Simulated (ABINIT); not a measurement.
# CaSnF4 (P4/mmm): G0W0 with ABINIT, start to end, part 2 of 3

Wanted: ground state, empty states, screening and self-energy for CaSnF4 (P4/mmm).

ABINIT 10.8.3; LDA and many-body steps on it, plane waves. Known limits of the many-body steps: short of the basis limit; no spin-orbit coupling; coarse k mesh.

So far. Step 2 (Ground state): The gap is indirect, with the least direct gap 0.46 eV higher.

**3. Bands along the symmetry lines**

Level of this step: DFT, LDA, plane waves, norm-conserving pseudopotentials (ABINIT).

The cheap functional maps the bands first; the places of the edges decide which points the dearer methods must see.

run.abi reads:

```
acell 3*1.0 Angstrom
rprim 
  4.004548000000 0.000000000000 0.000000000000
  0.000000000000 4.004548000000 0.000000000000
  0.000000000000 0.000000000000 5.780467000000
ntypat 3
znucl 20 50 9
natom 6
typat 1 2 3 3 3 3
xred 
  0.000000000000 0.000000000000 0.500000000000
  0.500000000000 0.500000000000 0.000000000000
  0.500000000000 0.000000000000 0.265738000000
  0.500000000000 0.000000000000 0.734262000000
  0.000000000000 0.500000000000 0.734262000000
  0.000000000000 0.500000000000 0.265738000000
pp_dirpath "pseudos"
pseudos "Ca.upf, Sn.upf, F.upf"
ecut 38
iscf -2
irdden 1
kptopt 0
nkpt 75
kpt 
  0.00000000 0.00000000 0.00000000
  0.00000000 0.06250000 0.00000000
  0.00000000 0.12500000 0.00000000
  0.00000000 0.18750000 0.00000000
  0.00000000 0.25000000 0.00000000
  0.00000000 0.31250000 0.00000000
  0.00000000 0.37500000 0.00000000
  0.00000000 0.43750000 0.00000000
  0.00000000 0.50000000 0.00000000
  0.06250000 0.50000000 0.00000000
  0.12500000 0.50000000 0.00000000
  0.18750000 0.50000000 0.00000000
  0.25000000 0.50000000 0.00000000
  0.31250000 0.50000000 0.00000000
  0.37500000 0.50000000 0.00000000
  0.43750000 0.50000000 0.00000000
  0.50000000 0.50000000 0.00000000
  0.43750000 0.43750000 0.00000000
  0.37500000 0.37500000 0.00000000
  0.31250000 0.31250000 0.00000000
  0.25000000 0.25000000 0.00000000
  0.18750000 0.18750000 0.00000000
  0.12500000 0.12500000 0.00000000
  0.06250000 0.06250000 0.00000000
  0.00000000 0.00000000 0.00000000
  0.00000000 0.00000000 0.06250000
  0.00000000 0.00000000 0.12500000
  0.00000000 0.00000000 0.18750000
  0.00000000 0.00000000 0.25000000
  0.00000000 0.00000000 0.31250000
  0.00000000 0.00000000 0.37500000
  0.00000000 0.00000000 0.43750000
  0.00000000 0.00000000 0.50000000
  0.00000000 0.06250000 0.50000000
  0.00000000 0.12500000 0.50000000
  0.00000000 0.18750000 0.50000000
  0.00000000 0.25000000 0.50000000
  0.00000000 0.31250000 0.50000000
  0.00000000 0.37500000 0.50000000
  0.00000000 0.43750000 0.50000000
  0.00000000 0.50000000 0.50000000
  0.06250000 0.50000000 0.50000000
  0.12500000 0.50000000 0.50000000
  0.18750000 0.50000000 0.50000000
  0.25000000 0.50000000 0.50000000
  0.31250000 0.50000000 0.50000000
  0.37500000 0.50000000 0.50000000
  0.43750000 0.50000000 0.50000000
  0.50000000 0.50000000 0.50000000
  0.43750000 0.43750000 0.50000000
  0.37500000 0.37500000 0.50000000
  0.31250000 0.31250000 0.50000000
  0.25000000 0.25000000 0.50000000
  0.18750000 0.18750000 0.50000000
  0.12500000 0.12500000 0.50000000
  0.06250000 0.06250000 0.50000000
  0.00000000 0.00000000 0.50000000
  0.00000000 0.50000000 0.00000000
  0.00000000 0.50000000 0.06250000
  0.00000000 0.50000000 0.12500000
  0.00000000 0.50000000 0.18750000
  0.00000000 0.50000000 0.25000000
  0.00000000 0.50000000 0.31250000
  0.00000000 0.50000000 0.37500000
  0.00000000 0.50000000 0.43750000
  0.00000000 0.50000000 0.50000000
  0.50000000 0.50000000 0.00000000
  0.50000000 0.50000000 0.06250000
  0.50000000 0.50000000 0.12500000
  0.50000000 0.50000000 0.18750000
  0.50000000 0.50000000 0.25000000
  0.50000000 0.50000000 0.31250000
  0.50000000 0.50000000 0.37500000
  0.50000000 0.50000000 0.43750000
  0.50000000 0.50000000 0.50000000
istwfk *1
nband 37
nbdbuf 2
tolwfr 1e-08
nstep 40
prtwf 0
prtvol 0
indata_prefix "in"
outdata_prefix "out"
tmpdata_prefix "tmp"
```

The run is started by

```sh
> OMP_NUM_THREADS=1 mpirun -n 8 abinit run.abi > log
```

Standard output:

```text
.Version 10.8.3 of ABINIT. v10.8.2 released Aug 2026.

 Symmetries : space group P4/m m m (#123); Bravais tP (primitive tetrag.)
[... echo of the input left out ...]
== DATASET  1 ==================================================================
-   mpi_nproc: 8, omp_nthreads: 1 (-1 if OMP is not activated)

--- !DatasetInfo
iteration_state: {dtset: 1, }
dimensions: {natom: 6, nkpt: 75, mband: 37, nsppol: 1, nspinor: 1, nspden: 1, mpw: 7038, }
cutoff_energies: {ecut:  38.0, pawecutdg:  -1.0, }
electrons: {nelect:   6.00000000E+01, charge:   0.00000000E+00, occopt:   1.00000000E+00, tsmear:   1.00000000E-02, }

 Real(R)+Recip(G) space primitive vectors, cartesian coordinates (Bohr,Bohr^-1):
 R(1)=  7.5674990  0.0000000  0.0000000  G(1)=  0.1321441  0.0000000  0.0000000
 R(2)=  0.0000000  7.5674990  0.0000000  G(2)=  0.0000000  0.1321441  0.0000000
 R(3)=  0.0000000  0.0000000 10.9234995  G(3)=  0.0000000  0.0000000  0.0915458
 Unit cell volume ucvol=  6.2555649E+02 bohr^3
 Angles (23,13,12)=  9.00000000E+01  9.00000000E+01  9.00000000E+01 degrees

 getcut: wavevector=  0.0000  0.0000  0.0000  ngfft=  45  45  64
         ecut(hartree)=     38.000   => boxcut(ratio)=   2.09529

--- Pseudopotential description ------------------------------------------------
- Ca Generated using ONCVPSP code by D. R. Hamann
- 20.00000  10.00000  180309                  znucl, zion, pspdat
12 -1012 2 -1 1724                            pspcod,pspxc,lmax,lloc,mmax
     nproj     2     2     2
  pspatm : epsatm=   12.51424511
         --- l  ekb(1:nproj) -->
             0   10.026170    0.975458
             1    2.942990    0.445396
             2   -3.490458   -1.115963
 pspatm: atomic psp has been read  and splines computed

- Sn Generated using ONCVPSP code by D. R. Hamann
- 50.00000  22.00000  180309                  znucl, zion, pspdat
12 -1012 2 -1 1608                            pspcod,pspxc,lmax,lloc,mmax
     nproj     2     2     2
  pspatm : epsatm=   27.51067946
         --- l  ekb(1:nproj) -->
[...]
pspatm: atomic psp has been read  and splines computed

- F Generated using ONCVPSP code by D. R. Hamann
-  9.00000   7.00000  201202                  znucl, zion, pspdat
12 -1012 2 -1 824                             pspcod,pspxc,lmax,lloc,mmax
     nproj     2     2     1
  pspatm : epsatm=    4.94580260
         --- l  ekb(1:nproj) -->
[...]
2   -2.364936
 pspatm: atomic psp has been read  and splines computed

--------------------------------------------------------------------------------

================================================================================
 prteigrs : about to open file out_EIG
 Non-SCF case, kpt    1 (  0.00000  0.00000  0.00000), residuals and eigenvalues=
  8.94E-09  5.47E-09  7.37E-09  8.37E-09  8.27E-09  3.56E-09  5.91E-09  3.94E-09
[...]
3.9550E-01
 Non-SCF case, kpt   75 (  0.50000  0.50000  0.50000), residuals and eigenvalues=
[...]
-1.4521E-02  1.2966E-02  2.1085E-02  2.2283E-02  2.4949E-02  1.0750E-01
  2.7718E-01  2.7718E-01  3.3028E-01  3.6265E-01  3.6624E-01  3.8171E-01
  3.9638E-01

--- !ResultsGS
iteration_state: {dtset: 1, }
comment   : Summary of ground state results
lattice_vectors:
- [  7.5674990,   0.0000000,   0.0000000, ]
- [  0.0000000,   7.5674990,   0.0000000, ]
- [  0.0000000,   0.0000000,  10.9234995, ]
lattice_lengths: [   7.56750,    7.56750,   10.92350, ]
lattice_angles: [ 90.000,  90.000,  90.000, ] # degrees, (23, 13, 12)
lattice_volume:   6.2555649E+02
convergence: {deltae:  0.000E+00, res2:  0.000E+00, residm:  9.989E-09, diffor:  0.000E+00, }
etotal    :  -3.58799790E+02
entropy   :   0.00000000E+00
fermie    :   1.07503608E-01
cartesian_stress_tensor: null
pressure_GPa: null
xred      :
- [  0.0000E+00,   0.0000E+00,   5.0000E-01, Ca]
- [  5.0000E-01,   5.0000E-01,   0.0000E+00, Sn]
- [  5.0000E-01,   0.0000E+00,   2.6574E-01,  F]
- [  5.0000E-01,   0.0000E+00,   7.3426E-01,  F]
- [  0.0000E+00,   5.0000E-01,   7.3426E-01,  F]
- [  0.0000E+00,   5.0000E-01,   2.6574E-01,  F]
cartesian_forces: null
force_length_stats: {min: null, max: null, mean: null, }

 Integrated electronic density in atomic spheres:
 ------------------------------------------------
 Atom  Sphere_radius  Integrated_density
[...]
================================================================================

 ----iterations are completed or convergence reached----

 Mean square residual over all n,k,spin=   58.680E-10; max=  99.891E-10
 reduced coordinates (array xred) for    6 atoms
[...]
0.000000      0.500000      0.734262
       0.000000      0.500000      0.265738

 cartesian coordinates (angstrom) at end:
    1      0.000000     0.000000     2.890233
    2      2.002274     2.002274     0.000000
    3      2.002274     0.000000     1.536090
    4      2.002274     0.000000     4.244377
    5      0.000000     2.002274     4.244377
    6      0.000000     2.002274     1.536090
 length scales=  1.889726  1.889726  1.889726 bohr
              =  1.000000  1.000000  1.000000 angstroms
 prteigrs : about to open file out_EIG
 Eigenvalues (hartree) for nkpt=  75  k points:
 kpt#   1, nband= 37, wtk=  1.00000, kpt=  0.0000  0.0000  0.0000 (reduced coord)
[...]
kpt#   2, nband= 37, wtk=  1.00000, kpt=  0.0000  0.0625  0.0000 (reduced coord)
[...]
kpt#   3, nband= 37, wtk=  1.00000, kpt=  0.0000  0.1250  0.0000 (reduced coord)
[...]
kpt#  74, nband= 37, wtk=  1.00000, kpt=  0.5000  0.5000  0.4375 (reduced coord)
[...]
0.33032    0.36254    0.36278    0.38616    0.39550
 kpt#  75, nband= 37, wtk=  1.00000, kpt=  0.5000  0.5000  0.5000 (reduced coord)
[...]
-0.58118   -0.13142   -0.08035   -0.05187   -0.03850   -0.02631   -0.02631   -0.01452
  -0.01452    0.01297    0.02108    0.02228    0.02495    0.10750    0.27718    0.27718
   0.33028    0.36265    0.36624    0.38171    0.39638

== END DATASET(S) ==============================================================
================================================================================

 -outvars: echo values of variables after computation  --------
            nband          37
             nkpt          75
          spgroup         123
 [... the other variables as echoed above ...]

 Calculation completed.
```

Run time: 88 s. Hardware: 8 MPI ranks of Arm Neoverse V1, shared host; peak memory 0.85 GiB; 12 min of CPU time.

Numbers from this step:

```yaml
gap: 3.394 eV
k_of_the_valence_top: 0, 0.5, 0.5
k_of_the_conduction_bottom: 0, 0, 0.5
least_direct_gap: 3.849 eV
```

The gap is 3.394 eV, as in the run before at this level.

Electronic bands along the path, in eV, zero at the top of the highest filled band:

```csv
point,band 27,band 28,band 29,band 30,band 31,band 32,band 33,band 34
Γ,-2.46,-2.46,-2.33,-1.77,4.50,5.89,6.06,6.06
halfway,-2.67,-2.54,-2.38,-0.87,4.42,5.18,6.21,6.35
X,-3.04,-2.62,-2.43,-0.26,3.59,5.90,6.37,6.66
halfway,-2.57,-2.51,-2.47,-0.32,3.96,5.17,6.37,6.47
M,-2.35,-2.28,-2.25,-0.36,4.47,4.47,6.09,6.19
halfway,-2.54,-2.43,-2.35,-0.62,4.47,5.15,5.74,6.31
Γ,-2.46,-2.46,-2.33,-1.77,4.50,5.89,6.06,6.06
halfway,-2.53,-2.45,-2.45,-1.13,3.89,6.07,6.07,6.11
Z,-2.63,-2.45,-2.45,-0.69,3.39,6.09,6.09,6.43
halfway,-2.90,-2.76,-2.67,-0.32,4.35,4.83,6.29,6.61
R,-3.16,-3.04,-3.01,0.00,4.16,5.46,6.52,6.77
halfway,-2.68,-2.64,-2.61,-0.01,4.32,5.40,6.04,6.51
A,-2.35,-2.32,-2.25,0.00,4.62,4.62,6.06,6.94
halfway,-3.10,-2.44,-2.43,-0.18,4.73,5.11,5.48,6.66
Z,-2.63,-2.45,-2.45,-0.69,3.39,6.09,6.09,6.43
jump to X,-3.04,-2.62,-2.43,-0.26,3.59,5.90,6.37,6.66
halfway,-3.08,-2.85,-2.74,-0.12,3.86,5.65,6.44,6.73
R,-3.16,-3.04,-3.01,0.00,4.16,5.46,6.52,6.77
jump to M,-2.35,-2.28,-2.25,-0.36,4.47,4.47,6.09,6.19
halfway,-2.35,-2.30,-2.25,-0.18,4.55,4.55,6.08,6.46
A,-2.35,-2.32,-2.25,0.00,4.62,4.62,6.06,6.94
```

**4. Empty states on the mesh, 2×2×2 mesh, 99 bands**

The sums over transitions need many empty states on a uniform mesh; this step solves for them.

run.abi reads:

```
acell 3*1.0 Angstrom
rprim 
  4.004548000000 0.000000000000 0.000000000000
  0.000000000000 4.004548000000 0.000000000000
  0.000000000000 0.000000000000 5.780467000000
ntypat 3
znucl 20 50 9
natom 6
typat 1 2 3 3 3 3
xred 
  0.000000000000 0.000000000000 0.500000000000
  0.500000000000 0.500000000000 0.000000000000
  0.500000000000 0.000000000000 0.265738000000
  0.500000000000 0.000000000000 0.734262000000
  0.000000000000 0.500000000000 0.734262000000
  0.000000000000 0.500000000000 0.265738000000
pp_dirpath "pseudos"
pseudos "Ca.upf, Sn.upf, F.upf"
ecut 38
ngkpt 2 2 2
nshiftk 1
shiftk 0 0 0
kptopt 1
chksymbreak 0
iscf -2
irdden 1
istwfk *1
nband 99
nbdbuf 8
tolwfr 1e-09
nstep 60
prtvol 0
indata_prefix "in"
outdata_prefix "out"
tmpdata_prefix "tmp"
```

Standard output:

```text
.Version 10.8.3 of ABINIT. v10.8.2 released Aug 2026.

 Symmetries : space group P4/m m m (#123); Bravais tP (primitive tetrag.)
[... echo of the input left out ...]
== DATASET  1 ==================================================================
-   mpi_nproc: 8, omp_nthreads: 1 (-1 if OMP is not activated)
-    --> not optimal distribution: autoparal keyword recommended in input file <--

--- !DatasetInfo
iteration_state: {dtset: 1, }
dimensions: {natom: 6, nkpt: 6, mband: 99, nsppol: 1, nspinor: 1, nspden: 1, mpw: 7027, }
cutoff_energies: {ecut:  38.0, pawecutdg:  -1.0, }
electrons: {nelect:   6.00000000E+01, charge:   0.00000000E+00, occopt:   1.00000000E+00, tsmear:   1.00000000E-02, }

 Real(R)+Recip(G) space primitive vectors, cartesian coordinates (Bohr,Bohr^-1):
 R(1)=  7.5674990  0.0000000  0.0000000  G(1)=  0.1321441  0.0000000  0.0000000
 R(2)=  0.0000000  7.5674990  0.0000000  G(2)=  0.0000000  0.1321441  0.0000000
 R(3)=  0.0000000  0.0000000 10.9234995  G(3)=  0.0000000  0.0000000  0.0915458
 Unit cell volume ucvol=  6.2555649E+02 bohr^3
 Angles (23,13,12)=  9.00000000E+01  9.00000000E+01  9.00000000E+01 degrees

 getcut: wavevector=  0.0000  0.0000  0.0000  ngfft=  45  45  64
         ecut(hartree)=     38.000   => boxcut(ratio)=   2.09529

--- Pseudopotential description ------------------------------------------------
- Ca Generated using ONCVPSP code by D. R. Hamann
- 20.00000  10.00000  180309                  znucl, zion, pspdat
12 -1012 2 -1 1724                            pspcod,pspxc,lmax,lloc,mmax
     nproj     2     2     2
  pspatm : epsatm=   12.51424511
         --- l  ekb(1:nproj) -->
             0   10.026170    0.975458
             1    2.942990    0.445396
             2   -3.490458   -1.115963
 pspatm: atomic psp has been read  and splines computed

- Sn Generated using ONCVPSP code by D. R. Hamann
- 50.00000  22.00000  180309                  znucl, zion, pspdat
12 -1012 2 -1 1608                            pspcod,pspxc,lmax,lloc,mmax
     nproj     2     2     2
  pspatm : epsatm=   27.51067946
         --- l  ekb(1:nproj) -->
[...]
pspatm: atomic psp has been read  and splines computed

- F Generated using ONCVPSP code by D. R. Hamann
-  9.00000   7.00000  201202                  znucl, zion, pspdat
12 -1012 2 -1 824                             pspcod,pspxc,lmax,lloc,mmax
     nproj     2     2     1
  pspatm : epsatm=    4.94580260
         --- l  ekb(1:nproj) -->
[...]
2   -2.364936
 pspatm: atomic psp has been read  and splines computed

--------------------------------------------------------------------------------

================================================================================
 prteigrs : about to open file out_EIG
 Non-SCF case, kpt    1 (  0.00000  0.00000  0.00000), residuals and eigenvalues=
  9.94E-10  3.41E-10  5.32E-10  8.03E-10  2.05E-10  2.66E-10  1.88E-10  2.77E-10
  2.68E-10  2.28E-10  2.21E-10  2.37E-10  4.58E-10  5.66E-10  1.55E-10  5.56E-10
  4.74E-10  3.64E-10  4.79E-10  6.07E-10  2.59E-10  4.96E-10  6.15E-10  8.67E-10
[...]
-4.5793E+00 -2.9588E+00 -2.9588E+00 -2.9584E+00 -1.2870E+00 -6.8662E-01
 -6.8566E-01 -6.7173E-01 -6.5831E-01 -6.1854E-01 -6.1839E-01 -6.1826E-01
 -6.1826E-01 -6.1354E-01 -5.9741E-01 -5.9741E-01 -5.8418E-01 -1.2433E-01
[...]
1.5302E+00  1.5623E+00  1.5623E+00  1.5793E+00  1.5793E+00  1.5857E+00
  1.6118E+00  1.6393E+00  1.6395E+00  1.6736E+00  1.6746E+00  1.7056E+00
[...]
prteigrs : prtvol=0 or 1, do not print more k-points.

--- !ResultsGS
iteration_state: {dtset: 1, }
comment   : Summary of ground state results
lattice_vectors:
- [  7.5674990,   0.0000000,   0.0000000, ]
- [  0.0000000,   7.5674990,   0.0000000, ]
- [  0.0000000,   0.0000000,  10.9234995, ]
lattice_lengths: [   7.56750,    7.56750,   10.92350, ]
lattice_angles: [ 90.000,  90.000,  90.000, ] # degrees, (23, 13, 12)
lattice_volume:   6.2555649E+02
convergence: {deltae:  0.000E+00, res2:  0.000E+00, residm:  9.975E-10, diffor:  0.000E+00, }
etotal    :  -3.58799790E+02
entropy   :   0.00000000E+00
fermie    :   1.07503608E-01
cartesian_stress_tensor: null
pressure_GPa: null
xred      :
- [  0.0000E+00,   0.0000E+00,   5.0000E-01, Ca]
- [  5.0000E-01,   5.0000E-01,   0.0000E+00, Sn]
- [  5.0000E-01,   0.0000E+00,   2.6574E-01,  F]
- [  5.0000E-01,   0.0000E+00,   7.3426E-01,  F]
- [  0.0000E+00,   5.0000E-01,   7.3426E-01,  F]
- [  0.0000E+00,   5.0000E-01,   2.6574E-01,  F]
cartesian_forces: null
force_length_stats: {min: null, max: null, mean: null, }

 Integrated electronic density in atomic spheres:
 ------------------------------------------------
 Atom  Sphere_radius  Integrated_density
[...]
================================================================================

 ----iterations are completed or convergence reached----

 Mean square residual over all n,k,spin=   47.211E-11; max=  99.745E-11
 reduced coordinates (array xred) for    6 atoms
[...]
0.000000      0.500000      0.265738

 cartesian coordinates (angstrom) at end:
    1      0.000000     0.000000     2.890233
    2      2.002274     2.002274     0.000000
    3      2.002274     0.000000     1.536090
    4      2.002274     0.000000     4.244377
    5      0.000000     2.002274     4.244377
    6      0.000000     2.002274     1.536090
 length scales=  1.889726  1.889726  1.889726 bohr
              =  1.000000  1.000000  1.000000 angstroms
 prteigrs : about to open file out_EIG
 Eigenvalues (hartree) for nkpt=   6  k points:
 kpt#   1, nband= 99, wtk=  0.12500, kpt=  0.0000  0.0000  0.0000 (reduced coord)
[...]
1.37691    1.41087    1.44425    1.52619    1.53020    1.56228    1.56228    1.57930
   1.57930    1.58565    1.61181    1.63934    1.63952    1.67358    1.67455    1.70555
   1.70590    1.71866    1.72202
 prteigrs : prtvol=0 or 1, do not print more k-points.

== END DATASET(S) ==============================================================
================================================================================

 -outvars: echo values of variables after computation  --------
            nband          99
             nkpt           6
          spgroup         123
 [... the other variables as echoed above ...]

 Calculation completed.
```

The job ended after 23 s (8 MPI ranks; peak memory 0.64 GiB; 3.1 min of CPU time).

This step gave:

- gap: 3.394 eV
- k of the valence top: 0.5, 0, 0.5
- k of the conduction bottom: 0, 0, 0.5
- least direct gap: 3.849 eV
- k points computed: 6
- lowest point of the top converged band, above the valence top: 39.10 eV

On this mesh the gap is 3.394 eV.

[end of part 2 of 3]

[Long decimals in the printed logs are rounded to 6 places.]

[Logs are printed without paths, hosts, clocks, repeated set-up lines and the standing remarks that a program may print on its own settings, such as how far it seeks lower states.]

[Paths, hosts, dates, memory and timing lines, banners, echoed tables and standing remarks are left out of the program output; an Ansatz launch command may be rebuilt from the run's recorded settings. Measured values are a selection of at most five: reports struck by readers or far from the other reports are left out. None is set beside runs whose start may be inverted or whose files or cutoffs have a known fault.]

[Runs of the session that timed out or met a known fault of the program may be left out.]

[Hosts, paths, dates, database ids (printed as entryN), source tags and the programs' standing remarks are cut or masked in the printed files.]

[G0W0 gaps are taken among the corrected bands and points alone; a level outside them can change the order at an edge.]

[Where Ansatz stands beside ABINIT at settings called matched, ABINIT's density can come from a denser mesh and the files from another edition; pairs whose starting gaps differed by over 0.03 eV were left out, so agreement reads better than it is.]
